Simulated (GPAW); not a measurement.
Consider Sc on a Y site in YSi2Ru2.

```xyz
25
Lattice="2.0779 6.2336 -4.7686 6.2336 -2.0779 -4.7686 -6.2336 2.0779 -4.7686" Properties=species:S:1:pos:R:3 pbc="T T T"
Ru    2.0709    0.0015   -7.1674
Ru   -0.0015    2.0709   -2.3697
Ru   -2.0778    4.1557   -7.1528
Ru    2.0793    4.1626   -7.1383
Ru    0.0069    6.2321  -11.9359
Ru   -0.0015    2.0709   -7.1674
Ru    4.1557    2.0778   -7.1528
Ru    2.0793    4.1626  -11.9359
Ru    0.0069    6.2321   -7.1383
Ru    2.0709    0.0015   -2.3697
Sc    0.0000    0.0000    0.0000
Y    -2.0766    2.0779   -4.7686
Y     2.0779    2.0766   -4.7686
Y    -0.0001    4.1569   -9.5371
Y     4.1545    4.1556   -9.5371
Si    0.0000    0.0000   -3.4973
Si   -2.0827    2.0748   -8.2728
Si    2.0748    2.0827   -8.2728
Si    6.2366    2.0730   -8.2728
Si   -2.0730    6.2366   -8.2728
Si    0.0000    0.0000   -6.0398
Si    4.1508   -0.0030   -6.0329
Si   -4.1587    4.1606   -6.0329
Si    0.0030    4.1508   -6.0329
Si    4.1606    4.1587   -6.0329
```

Absorber: atom 11, with 8 Ru at 3.15 Å, 8 Si at 3.20 Å and 2 Si at 3.50 Å (18-fold; the defect atom itself). Method: GPAW, LDA, excited-electron core hole (neutral cell), 25-atom cell with 8.1 Å between holes, 3×3×3 k points, dipole transitions, Gaussian full width 0.9 eV up to 4 eV, rising linearly to 3.5 eV at 25 eV.

The database entry behind the starting cell has ideal inner coordinates that were not refined, so it need not match the best structure at ambient conditions.

Question: Where do the maxima of the Sc K edge fall?

Main maxima up to 27 eV above the zero (height): 0.5 eV (0.22), 4.3 eV (0.57), 8.1 eV (1.90), 15.3 eV (1.42) and 21.1 eV (0.95). A K edge sees empty p states, which here mix into the lowest empty bands, so that weight starts at the zero. The total-energy difference is 4494.30 eV. One term is added: -21.68 eV, since the hole is spin-paired here and a spin-polarised one costs that much less in the free atom (computed apart). The photon energy is then 4472.62 eV. The tabulated edge of the element is 4492 eV. The functional leaves an error in such absolute values: in the free atom LDA prices this hole 12.5 eV below PBE (computed apart), and PBE is itself good to a few eV.

The Sc K spectrum (energy from the lowest empty level; intensity scaled to a mean of 1 over the first 20 eV):

```tsv
E (eV)	isotropic	ε ∥ x	ε ∥ z
-2.00	0.00	0.00	0.00
-1.25	0.00	0.00	0.00
-0.50	0.03	0.05	0.00
0.25	0.20	0.27	0.05
1.00	0.18	0.24	0.07
1.75	0.18	0.23	0.07
2.50	0.11	0.12	0.08
3.25	0.22	0.29	0.08
4.00	0.52	0.72	0.14
4.75	0.54	0.64	0.33
5.50	0.78	0.91	0.53
6.25	1.12	1.33	0.68
7.00	1.46	1.62	1.15
7.75	1.86	1.81	1.97
8.50	1.85	1.51	2.53
9.25	1.56	1.04	2.60
10.00	1.21	0.87	1.89
10.75	0.98	0.91	1.12
11.50	1.04	1.16	0.82
12.25	1.25	1.45	0.87
13.00	1.35	1.48	1.09
13.75	1.34	1.36	1.29
14.50	1.37	1.41	1.28
15.25	1.42	1.53	1.20
16.00	1.36	1.48	1.12
16.75	1.19	1.29	1.00
17.50	1.01	1.08	0.88
18.25	0.91	0.95	0.82
19.00	0.88	0.90	0.82
19.75	0.90	0.92	0.87
20.50	0.94	0.96	0.91
21.25	0.95	0.97	0.91
22.00	0.93	0.97	0.84
22.75	0.90	0.96	0.77
23.50	0.88	0.95	0.75
24.25	0.89	0.94	0.79
25.00	0.92	0.93	0.89
25.75	0.96	0.92	1.05
26.50	1.04	0.92	1.26
27.25	1.14	0.95	1.51
```

Quadrupole 1s→3d transitions, which feed the pre-edge, are not in the dipole spectrum. The first peak sits at the Fermi energy, where the partly filled level is cut, so its height is uncertain. In so small a cell the defects form an ordered array, and no site is far from one. The mesh is coarse (0.32 Å⁻¹ between points), so small maxima may be mesh ripples.

[Banner, clock and machine lines of the logs are left out without a mark of their own.]

[Logs are printed without paths, hosts, clocks, repeated set-up lines and the standing remarks that a program may print on its own settings, such as how far it seeks lower states.]

[Hosts, paths, dates, database ids (printed as entryN), source tags and the programs' standing remarks are cut or masked in the printed files.]

[Lists of maxima count a maximum above −3 eV only where it reaches 4 % of the highest in the window and stands out from its surroundings by 2 % of it (1.5 % where it reaches 55 %); shoulders and weaker maxima are passed over, and of the rest the first, up to two pre-edge ones and the few strongest are named.]
